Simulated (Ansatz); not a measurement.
# Be4Bi2O (built on the Ca4Bi2O structure): following an unstable mode, part 2 of 3

Which phase does Be4Bi2O (built on the Ca4Bi2O structure) fall into along its unstable mode, and how much energy does it gain?

Ansatz 0.2.0; DFT PBEsol, scalar-relativistic, plane waves, PAW.

So far, highest frequency on path, mesh or solved points (cm⁻¹): step 2 (phonons on a q mesh) 957. Also lowest frequency on the path (cm⁻¹): step 2 -443.

The structure was built from a prototype and need not be the compound's stable phase.

**4. The mode frozen in, largest atomic shift 0.32 Å**

The atoms are moved along the unstable eigenvector, the largest shift by 0.32 Å, with the cell fixed.

The input, input.yaml:

```yaml
crystal:
  lattice:
    - [-2.0757496891, 2.0757496891, 5.9826857501]
    - [2.0757496891, -2.0757496891, 5.9826857501]
    - [2.0757496891, 2.0757496891, -5.9826857501]
  atoms:
    - { symbol: Be, position: [0.3910716784, 0.3487728067, 0.0] }
    - { symbol: Be, position: [0.5038066077, -0.0769865332, 0.4268200745] }
    - { symbol: Be, position: [0.6512271933, 0.6089283216, 0.0] }
    - { symbol: Be, position: [0.0769865332, 0.4961933923, 0.5731799255] }
    - { symbol: Bi, position: [0.1516688915, 0.1530357502, 0.0] }
    - { symbol: Bi, position: [0.8469642498, 0.8483311085, 0.0] }
    - { symbol: O, position: [0.4485167147, 0.5514832853, 0.0] }
kpoints:
  mp_grid: { grid: [12, 12, 12] }
hamiltonian:
  xc: pbesol
scf:
  occupations: { method: methfessel_paxton, width: 0.2 }
output:
  forces: true
  stress: true
  eigenvalues: true
```

Launch:

```
$ ansatz run input.yaml --threads 8 --pin off --max-ram 14336MiB --backend cpu --events-out ev --progress --plain --runs-dir out
```

What it wrote:

```text
[...]
Crystal: 7 atoms, lattice volume = 103.111 Å³
Basis set: ecut = 420 eV, 2007 PW (Γ), FFT grids on a1+a3, a2+a3, a3, exchange–correlation on 60×60×90 points (8 copies of the dense FFT grid, shifted against one another)
Bands: 29, of which v1, the nominal top of the filled ones, is band 22 counted from 1 (21 counted from 0)
Symmetry: 4 space group operations
[...]
k-point 0: bands = [... 18 lower, 8.2729, 8.7829, 9.3551, 10.0385, 10.9308, 11.4539, 12.0286, 13.9249, ... 3 higher]
  k-point 1: bands = [... 18 lower, 8.1553, 8.7526, 9.4453, 9.5119, 11.3250, 12.2532, 12.5643, 13.9973, ... 3 higher]
  k-point 2: bands = [... 18 lower, 7.5438, 7.7999, 8.7192, 10.6595, 12.2822, 12.8285, 13.3670, 13.7176, ... 3 higher]
  k-point 279: bands = [... 18 lower, 8.1603, 8.5085, 10.0956, 10.3743, 10.5702, 10.5836, 12.6969, 13.1928, ... 3 higher]
[key lines of the parts left out:]
SCF converged after 7 iterations
Free energy (F): -25404.747987 eV
Fermi energy:    10.891335 eV
P = ⅓ Tr σ = 3.3037 GPa (33.037 kbar)
```

Run time: 9.5 s. Hardware: 8 threads of AMD EPYC 7R43, shared host; peak memory 0.94 GiB; 70 s of CPU time.

Read from the output:

| Item | Value |
| --- | --- |
| pressure | 3.304 GPa |
| energy from the undistorted cell | -73.91 meV/atom |

The energy, extrapolated to zero smearing, is -73.91 meV/atom against the undistorted cell.

The run ends at a pressure of 3.30 GPa, with forces up to 0.87 eV/Å.

**5. Energy along the mode, all amplitudes (two of the runs are shown above)**

An imaginary frequency means negative curvature, so the energy should fall and then rise again as anharmonic terms take over.

This step gave:

* depth at the lowest point sampled: 73.91 meV/atom
* largest atomic shift at that point: 0.32 Å

Table of energy from the parent by largest atomic shift:

```csv
largest atomic shift (Å),energy from the parent (meV/atom)
0.000,0
0.040,-2.85
0.080,-11.1
0.140,-31.2
0.220,-62.4
0.320,-73.9
0.450,75.1
```

Displacement at unit largest shift by atom:

```
atom  x (Å)  y (Å)  z (Å)  size
 Be1  -0.27   0.27   0.00  0.39
 Be2  -1.00   0.05   0.00  1.00
 Be3  -0.27   0.27   0.00  0.39
 Be4  -0.05   1.00   0.00  1.00
 Bi5   0.01  -0.01   0.00  0.01
 Bi6   0.01  -0.01   0.00  0.01
  O7   0.67  -0.67   0.00  0.94
```

The lowest step is at 0.32 Å, 73.9 meV/atom below the parent, and the energy rises beyond it.

**6. Relaxation from the frozen mode**

Starting from the lowest point found, all atoms and the cell are let go, so that strain and other modes of the same symmetry can join in.

Edit input.yaml of step 4 so:

```diff
@@ -23 +23,6 @@
   eigenvalues: true
+relax:
+  adjacent_minimum: "off"
+  f_tol: 0.002
+  max_steps: 120
+  cell: { stress_tol: 0.03 }
```

What it wrote:

```text
[...]
Crystal: 7 atoms, lattice volume = 103.111 Å³
Basis set: ecut = 420 eV, 2007 PW (Γ), FFT grids on a1+a3, a2+a3, a3, exchange–correlation on 60×60×90 points (8 copies of the dense FFT grid, shifted against one another)
Bands: 29, of which v1, the nominal top of the filled ones, is band 22 counted from 1 (21 counted from 0)
Symmetry: 4 space group operations
[...]
k-points: 280 of 1728 (time reversal used)
[...]
SCF iter   1: F=—  HF=-25404.777450 eV  |F-HF|=—  |Δ(HF+E_count)|=         —  Δρ=8.34e-3  dr2=9.27e-2  ethr=1.77e-3  ⟨swp⟩=7.1  Hψ=42470  notcnv=0
[...]
SCF iter   7: F=-25404.747987 eV  HF=-25404.747987 eV  |F-HF|=1.86e-8  |Δ(HF+E_count)|=   2.82e-7  S|Δr|=    0.00e0  Δρ=5.23e-6  dr2=4.49e-8  ethr=2.27e-10  ⟨swp⟩=10.0  Hψ=43068  notcnv=0
SCF 1 converged in 7 iterations: F = -25404.747987 eV  dr2 = 4.49e-8
[...]
relax step   1: F+E_penalty+E_count = -25404.74798662 eV  Δ(F+E_penalty+E_count) = +0.000e0 eV  max|allowed force component| = 8.272e-1 eV/Å  Δτ_max = 0.0000 Å  P = +3.304 GPa  Ω = 103.111 Å³  (7 SCF iters, dr2 threshold 1.00e-7 eV, accepted)
Crystal: 7 atoms, lattice volume = 108.166 Å³
Basis set: ecut = 420 eV, 2079 PW (Γ), FFT grids on a1+a3, a2+a3, a3, exchange–correlation on 60×60×90 points (8 copies of the dense FFT grid, shifted against one another)
[...]
SCF iter   7: F=-25405.092335 eV  HF=-25405.092335 eV  |F-HF|=3.40e-8  |Δ(HF+E_count)|=   5.46e-8  S|Δr|=    0.00e0  Δρ=6.58e-6  dr2=6.46e-8  ethr=1.59e-9  ⟨swp⟩=6.9  Hψ=37947  notcnv=0
SCF 2 converged in 7 iterations: F = -25405.092335 eV  dr2 = 6.46e-8
[...]
relax step   2: F+E_penalty+E_count = -25405.09233476 eV  Δ(F+E_penalty+E_count) = -3.443e-1 eV  max|allowed force component| = 4.715e-1 eV/Å  Δτ_max = 0.1959 Å  P = +0.091 GPa  Ω = 108.166 Å³  energy of the carried Pulay correction = -4.332e-3 eV  (7 SCF iters, dr2 threshold 7.00e-7 eV, accepted)
Crystal: 7 atoms, lattice volume = 109.111 Å³
Basis set: ecut = 420 eV, 2115 PW (Γ), FFT grids on a1+a3, a2+a3, a3, exchange–correlation on 60×60×90 points (8 copies of the dense FFT grid, shifted against one another)
[...]
SCF iter   6: F=-25405.305305 eV  HF=-25405.305305 eV  |F-HF|=6.99e-8  |Δ(HF+E_count)|=   4.23e-7  S|Δr|=    0.00e0  Δρ=1.43e-5  dr2=2.93e-7  ethr=1.59e-9  ⟨swp⟩=5.3  Hψ=43020  notcnv=0
SCF 3 converged in 6 iterations: F = -25405.305305 eV  dr2 = 2.93e-7
relax step   3: F+E_penalty+E_count = -25405.30530538 eV  Δ(F+E_penalty+E_count) = -2.130e-1 eV  max|allowed force component| = 5.637e-1 eV/Å  Δτ_max = 0.0856 Å  P = +0.124 GPa  Ω = 109.111 Å³  energy of the carried Pulay correction = -5.119e-3 eV  (6 SCF iters, dr2 threshold 7.00e-7 eV, accepted)
[... from here on, the SCF cycles and remarks between the steps are left out ...]
relax step   4: F+E_penalty+E_count = -25405.45640736 eV  Δ(F+E_penalty+E_count) = -1.511e-1 eV  max|allowed force component| = 8.356e-1 eV/Å  Δτ_max = 0.1203 Å  P = -1.100 GPa  Ω = 109.018 Å³  energy of the carried Pulay correction = -5.042e-3 eV  (7 SCF iters, dr2 threshold 7.00e-7 eV, accepted)
relax step   5: F+E_penalty+E_count = -25405.57937728 eV  Δ(F+E_penalty+E_count) = -1.230e-1 eV  max|allowed force component| = 2.883e-1 eV/Å  Δτ_max = 0.1354 Å  P = +1.698 GPa  Ω = 105.347 Å³  energy of the carried Pulay correction = -1.942e-3 eV  (7 SCF iters, dr2 threshold 7.00e-7 eV, accepted)
relax step   6: F+E_penalty+E_count = -25405.60509178 eV  Δ(F+E_penalty+E_count) = -2.571e-2 eV  max|allowed force component| = 2.122e-1 eV/Å  Δτ_max = 0.0901 Å  P = +0.249 GPa  Ω = 106.581 Å³  energy of the carried Pulay correction = -2.996e-3 eV  (6 SCF iters, dr2 threshold 7.00e-7 eV, accepted)
relax step   7: F+E_penalty+E_count = -25405.61932129 eV  Δ(F+E_penalty+E_count) = -1.423e-2 eV  max|allowed force component| = 1.012e-1 eV/Å  Δτ_max = 0.0240 Å  P = -0.251 GPa  Ω = 107.301 Å³  energy of the carried Pulay correction = -3.606e-3 eV  (6 SCF iters, dr2 threshold 7.00e-7 eV, accepted)
relax step   8: F+E_penalty+E_count = -25405.62820695 eV  Δ(F+E_penalty+E_count) = -8.886e-3 eV  max|allowed force component| = 6.707e-2 eV/Å  Δτ_max = 0.0275 Å  P = -0.070 GPa  Ω = 106.861 Å³  energy of the carried Pulay correction = -3.233e-3 eV  (6 SCF iters, dr2 threshold 7.00e-7 eV, accepted)
relax step   9: F+E_penalty+E_count = -25405.62987732 eV  Δ(F+E_penalty+E_count) = -1.670e-3 eV  max|allowed force component| = 3.849e-2 eV/Å  Δτ_max = 0.0333 Å  P = +0.019 GPa  Ω = 106.719 Å³  energy of the carried Pulay correction = -3.114e-3 eV  (6 SCF iters, dr2 threshold 2.81e-7 eV, accepted)
relax step  10: F+E_penalty+E_count = -25405.63052643 eV  Δ(F+E_penalty+E_count) = -6.491e-4 eV  max|allowed force component| = 4.164e-2 eV/Å  Δτ_max = 0.0291 Å  P = -0.145 GPa  Ω = 107.105 Å³  energy of the carried Pulay correction = -3.440e-3 eV  (6 SCF iters, dr2 threshold 2.70e-7 eV, accepted)
relax step  11: F+E_penalty+E_count = -25405.63125293 eV  Δ(F+E_penalty+E_count) = -7.265e-4 eV  max|allowed force component| = 3.845e-2 eV/Å  Δτ_max = 0.0142 Å  P = +0.110 GPa  Ω = 106.733 Å³  energy of the carried Pulay correction = -3.125e-3 eV  (6 SCF iters, dr2 threshold 2.06e-7 eV, accepted)
relax step  12: F+E_penalty+E_count = -25405.63159440 eV  Δ(F+E_penalty+E_count) = -3.415e-4 eV  max|allowed force component| = 7.747e-3 eV/Å  Δτ_max = 0.0068 Å  P = +0.012 GPa  Ω = 106.820 Å³  energy of the carried Pulay correction = -3.199e-3 eV  (5 SCF iters, dr2 threshold 9.24e-8 eV, accepted)
relax step  13: F+E_penalty+E_count = -25405.63158105 eV  Δ(F+E_penalty+E_count) = +1.335e-5 eV  max|allowed force component| = 3.335e-3 eV/Å  Δτ_max = 0.0007 Å  P = -0.001 GPa  Ω = 106.841 Å³  energy of the carried Pulay correction = -3.217e-3 eV  (5 SCF iters, dr2 threshold 3.75e-9 eV, accepted)
relax step  14: F+E_penalty+E_count = -25405.63158677 eV  Δ(F+E_penalty+E_count) = -5.723e-6 eV  max|allowed force component| = 6.544e-4 eV/Å  Δτ_max = 0.0003 Å  P = +0.001 GPa  Ω = 106.835 Å³  energy of the carried Pulay correction = -3.212e-3 eV  (5 SCF iters, dr2 threshold 6.95e-10 eV, accepted)
relax step  15: F+E_penalty+E_count = -25405.64782086 eV  Δ(F+E_penalty+E_count) = -1.623e-2 eV  max|allowed force component| = 2.414e-3 eV/Å  Δτ_max = 0.0000 Å  P = +0.209 GPa  Ω = 106.835 Å³  stress off target by 5.06e-1 GPa  SCF on the basis re-selected at this cell (its energy is not comparable with the rows above)  (7 SCF iters)
relax step  16: F+E_penalty+E_count = -25405.64806915 eV  Δ(F+E_penalty+E_count) = -2.483e-4 eV  max|allowed force component| = 1.587e-2 eV/Å  Δτ_max = 0.0026 Å  P = -0.024 GPa  Ω = 107.156 Å³  energy of the carried Pulay correction = -2.696e-4 eV  (4 SCF iters, dr2 threshold 6.40e-7 eV, accepted)
relax step  17: F+E_penalty+E_count = -25405.64819082 eV  Δ(F+E_penalty+E_count) = -1.217e-4 eV  max|allowed force component| = 1.347e-2 eV/Å  Δτ_max = 0.0033 Å  P = +0.007 GPa  Ω = 107.114 Å³  energy of the carried Pulay correction = -2.269e-4 eV  (6 SCF iters, dr2 threshold 3.50e-8 eV, accepted)
relax step  18: F+E_penalty+E_count = -25405.64833634 eV  Δ(F+E_penalty+E_count) = -1.455e-4 eV  max|allowed force component| = 1.321e-2 eV/Å  Δτ_max = 0.0023 Å  P = +0.069 GPa  Ω = 106.955 Å³  energy of the carried Pulay correction = -7.993e-5 eV  (6 SCF iters, dr2 threshold 1.27e-8 eV, rejected (line search))
relax step  19: F+E_penalty+E_count = -25405.64830888 eV  Δ(F+E_penalty+E_count) = -1.181e-4 eV  max|allowed force component| = 3.983e-3 eV/Å  Δτ_max = 0.0018 Å  P = +0.012 GPa  Ω = 107.081 Å³  energy of the carried Pulay correction = -1.951e-4 eV  (8 SCF iters, accepted)
relax step  20: F+E_penalty+E_count = -25405.64831909 eV  Δ(F+E_penalty+E_count) = -1.021e-5 eV  max|allowed force component| = 1.598e-3 eV/Å  Δτ_max = 0.0019 Å  P = +0.001 GPa  Ω = 107.088 Å³  energy of the carried Pulay correction = -2.006e-4 eV  (6 SCF iters, dr2 threshold 9.91e-10 eV, accepted)
[...]
SCF iter   5: F=-25405.648540 eV  HF=-25405.648540 eV  |F-HF|=3.64e-12  |Δ(HF+E_count)|=  3.64e-12  S|Δr|=    0.00e0  Δρ=1.01e-7  dr2=6.38e-12  ethr=1.00e-12  ⟨swp⟩=7.2  Hψ=42518  notcnv=0
SCF 21 converged in 5 iterations: F = -25405.648540 eV  dr2 = 6.38e-12
relax step  21: F+E_penalty+E_count = -25405.64854005 eV  Δ(F+E_penalty+E_count) = -2.210e-4 eV  max|allowed force component| = 1.626e-3 eV/Å  Δτ_max = 0.0000 Å  P = +0.002 GPa  Ω = 107.088 Å³  stress off target by 9.28e-3 GPa  SCF on the basis re-selected at this cell (its energy is not comparable with the rows above)  (5 SCF iters)
[...]
SCF converged after 5 iterations
[...]
Free energy (F): -25405.648540 eV
[...]
Internal energy: -25405.649733 eV  (E = F + TS)
E sigma→0 (E₀):  -25405.648838 eV
Entropy (-TS):   0.001193 eV (0.170 meV/atom)
Fermi energy:    9.783060 eV
[...]
--- Forces (eV/Å), atoms counted from 1 ---
  atom   1  Be    -0.00032747     0.00032747    -0.00101028
  atom   2  Be    -0.00014807     0.00030798    -0.00000000
  atom   3  Be    -0.00032747     0.00032747     0.00101028
  atom   4  Be    -0.00030798     0.00014807    -0.00000000
  atom   5  Bi    -0.00025706     0.00025706     0.00031453
  atom   6  Bi    -0.00025706     0.00025706    -0.00031453
  atom   7  O      0.00162654    -0.00162654     0.00000000
  max |Σ_I F_I| component: 1.42e-6 eV/Å
--- Stress (GPa, compression-positive) ---
        0.003052      -0.006226      -0.000000
       -0.006226       0.003052       0.000000
       -0.000000       0.000000      -0.001043
  P = ⅓ Tr σ = 0.0017 GPa (0.017 kbar)
--- Band table (eV; the first three rows and the last of 280) ---
  k-point 0: bands = [... 18 lower, 7.5431, 8.1726, 8.2301, 8.9642, 9.9841, 10.0886, 10.6649, 13.5620, ... 3 higher]
  k-point 1: bands = [... 18 lower, 7.3794, 7.9377, 8.8741, 8.9480, 9.1963, 10.8590, 11.2945, 13.9344, ... 3 higher]
  k-point 2: bands = [... 18 lower, 6.7179, 7.6853, 7.6979, 10.0032, 10.2752, 11.4293, 12.4647, 13.8694, ... 3 higher]
  k-point 279: bands = [... 18 lower, 7.2155, 8.3686, 8.7997, 9.8990, 10.2739, 10.6424, 11.6860, 12.2956, ... 3 higher]
--- Relaxed structure (19 steps of the walk, 18 accepted, 2 SCFs on fresh bases) ---
  F+E_penalty+E_count = -25405.64854005 eV   max|allowed force component| = 1.626e-3 eV/Å   (the final SCF, on the basis selected at the relaxed cell)
  cell:  # Å, volume = 107.0883 Å³
    - [-2.303028, 2.303028, 5.523597]
    - [2.303028, -2.303028, 5.523597]
    - [2.104558, 2.104558, -5.523597]
  atoms:
    - { symbol: Be, position: [0.490208, 0.304872, 0.0] }
    - { symbol: Be, position: [0.458207, -0.052059, 0.406148] }
    - { symbol: Be, position: [0.695128, 0.509792, 0.0] }
    - { symbol: Be, position: [0.052059, 0.541793, 0.593852] }
    - { symbol: Bi, position: [0.149285, 0.185168, 0.0] }
    - { symbol: Bi, position: [0.814832, 0.850715, -1.040834e-17] }
    - { symbol: O, position: [0.410522, 0.589478, 0.0] }
```

Run time: 4.1 min. Hardware: 8 threads; peak memory 1.1 GiB.

Relaxation path:

```csv
step,energy less that of the first step (eV),largest force component (eV/Å),pressure (GPa),volume (Å³)
1,0.0000,0.8272,3.30,103.11
2,-0.3443,0.4715,0.09,108.17
3,-0.5573,0.5637,0.12,109.11
4,-0.7084,0.8356,-1.10,109.02
5,-0.8314,0.2883,1.70,105.35
6,-0.8571,0.2122,0.25,106.58
7,-0.8713,0.1012,-0.25,107.30
8,-0.8802,0.0671,-0.07,106.86
9,-0.8819,0.0385,0.02,106.72
10,-0.8825,0.0416,-0.14,107.11
11,-0.8833,0.0384,0.11,106.73
12,-0.8836,0.0077,0.01,106.82
13,-0.8836,0.0033,0.00,106.84
14,-0.8836,0.0007,0.00,106.84
15*,-0.8998,0.0024,0.21,106.84
16,-0.9001,0.0159,-0.02,107.16
17,-0.9002,0.0135,0.01,107.11
18,-0.9003,0.0132,0.07,106.96
19,-0.9003,0.0040,0.01,107.08
20,-0.9003,0.0016,0.00,107.09
21*,-0.9006,0.0016,0.00,107.09
```

Relaxation steps marked * repeat the geometry before them on a plane-wave basis chosen anew for their cell, so energy and pressure can jump there. Relaxation step 18 was tried and not accepted.

Forces are held to the 4 operations that the program found; a distortion that breaks them can't arise in this run.

```
conventional cell, symmetrised  before   after   change
                         a (Å)   5.871   5.953   +1.4 %
                         b (Å)  11.965  11.047   -7.7 %
                         c (Å)   5.871   6.514  +10.9 %
              volume (Å³/atom)   14.73   15.30   +3.9 %
```

The atoms that moved most (Å, as changes of fractional coordinates times the final cell):

| atom | dx | dy | dz | length |
| --- | --- | --- | --- | --- |
| Be3 | -0.329 | 0.329 | -0.305 | 0.557 |
| Be1 | -0.329 | 0.329 | 0.305 | 0.557 |
| O7 | 0.175 | -0.175 | 0.000 | 0.247 |
| Be4 | 0.206 | -0.119 | 0.000 | 0.238 |
| Be2 | 0.119 | -0.206 | 0.000 | 0.238 |
| Bi6 | 0.079 | -0.079 | -0.164 | 0.199 |
| Bi5 | 0.079 | -0.079 | 0.164 | 0.199 |

This step gave:

```yaml
pressure: 0.001687 GPa
volume_per_atom: 15.30 Å³
```

The distorted start has space group Fmm2; the relaxation ends in Fmm2.

**7. The new phase in its own primitive cell**

The relaxed structure is symmetrised, reduced to its primitive cell and relaxed tightly, as its phonons need.

The input, input.yaml:

```yaml
crystal:
  lattice:
    - [0.0, 5.5235966775, 3.2569734283]
    - [2.9762948708, 0.0, 3.2569734283]
    - [2.9762948708, 5.5235966775, 0.0]
  atoms:
    - { symbol: Be, position: [0.5097915867, 0.3048718072, 0.6951281928] }
    - { symbol: Be, position: [0.9479409054, 0.5417933414, 0.0520590946] }
    - { symbol: Be, position: [0.3048718072, 0.5097915867, 0.4902084133] }
    - { symbol: Be, position: [0.5417933414, 0.9479409054, 0.4582066586] }
    - { symbol: Bi, position: [0.8507145693, 0.1851676552, 0.8148323448] }
    - { symbol: Bi, position: [0.1851676552, 0.8507145693, 0.1492854307] }
    - { symbol: O, position: [0.5894782662, 0.5894782662, 0.4105217338] }
kpoints:
  mp_grid: { grid: [10, 10, 10] }
hamiltonian:
  xc: pbesol
scf:
  occupations: { method: methfessel_paxton, width: 0.2 }
output:
  forces: true
  stress: true
  eigenvalues: true
relax:
  adjacent_minimum: "off"
  f_tol: 0.001
  max_steps: 60
  cell: { stress_tol: 0.01 }
```

What it wrote:

```text
[...]
Crystal: 7 atoms, lattice volume = 107.088 Å³
Basis set: ecut = 420 eV, 2101 PW (Γ), exchange–correlation on 90×60×90 points (8 copies of the dense FFT grid, shifted against one another)
Bands: 29, of which v1, the nominal top of the filled ones, is band 22 counted from 1 (21 counted from 0)
Symmetry: 4 space group operations
[...]
- [2.977191, 0.0, 3.252536]
    - [2.977191, 5.529139, 0.0]
  atoms:
    - { symbol: Be, position: [0.510686, 0.304941, 0.695059] }
    - { symbol: Be, position: [0.947847, 0.541484, 0.052153] }
    - { symbol: Be, position: [0.304941, 0.510686, 0.489314] }
    - { symbol: Be, position: [0.541484, 0.947847, 0.458516] }
    - { symbol: Bi, position: [0.850775, 0.184869, 0.815131] }
    - { symbol: Bi, position: [0.184869, 0.850775, 0.149225] }
    - { symbol: O, position: [0.589155, 0.589155, 0.410845] }
[key lines of the parts left out:]
SCF converged after 8 iterations
Free energy (F): -25405.650132 eV
Fermi energy:    9.785641 eV
P = ⅓ Tr σ = -0.0004 GPa (-0.004 kbar)
```

Run time: 98 s. Hardware: 8 threads; peak memory 0.87 GiB; 12 min of CPU time.

The steps of the relaxation:

```csv
step,energy less that of the first step (eV),largest force component (eV/Å),pressure (GPa),volume (Å³)
1,0.0000,0.0123,0.00,107.09
2,0.0001,0.0271,-0.02,107.10
3,-0.0001,0.0079,0.00,107.08
4,-0.0001,0.0066,0.00,107.08
5,-0.0001,0.0127,-0.01,107.10
6,-0.0002,0.0042,0.00,107.08
7,-0.0002,0.0045,-0.01,107.09
8,-0.0002,0.0010,0.00,107.07
9*,-0.0002,0.0010,0.00,107.07
10,-0.0002,0.0012,0.00,107.08
11,-0.0002,0.0003,0.00,107.08
12*,-0.0002,0.0003,0.00,107.08
```

Relaxation steps marked * repeat the geometry before them on a plane-wave basis chosen anew for their cell, so energy and pressure can jump there. Relaxation step 2 was tried and not accepted.

Forces are held to the 4 operations that the program found; a distortion that breaks them can't arise in this run.

```csv
"conventional cell, symmetrised",before,after,change
a (Å),5.953,5.954,+0.0 %
b (Å),11.047,11.058,+0.1 %
c (Å),6.514,6.505,-0.1 %
volume (Å³/atom),15.30,15.30,-0.0 %
```

Read from the output:

| Quantity | Value |
| --- | --- |
| pressure | -3.78e-4 GPa |

The largest force component left is 0.28 meV/Å and the pressure is 0.000 GPa, within the tolerances set. The cell now holds 15.30 Å³/atom.

(Continued in part 3 of 3.)

[Long decimals in the printed logs are rounded to 6 places.]

[Logs are printed without paths, hosts, clocks, repeated set-up lines and the standing remarks that a program may print on its own settings, such as how far it seeks lower states.]

[Hosts, paths, dates, database ids (printed as entryN), source tags and the programs' standing remarks are cut or masked in the printed files.]

[Where the starting crystal was built by hand or by swapping elements, it need not be the compound's stable phase.]
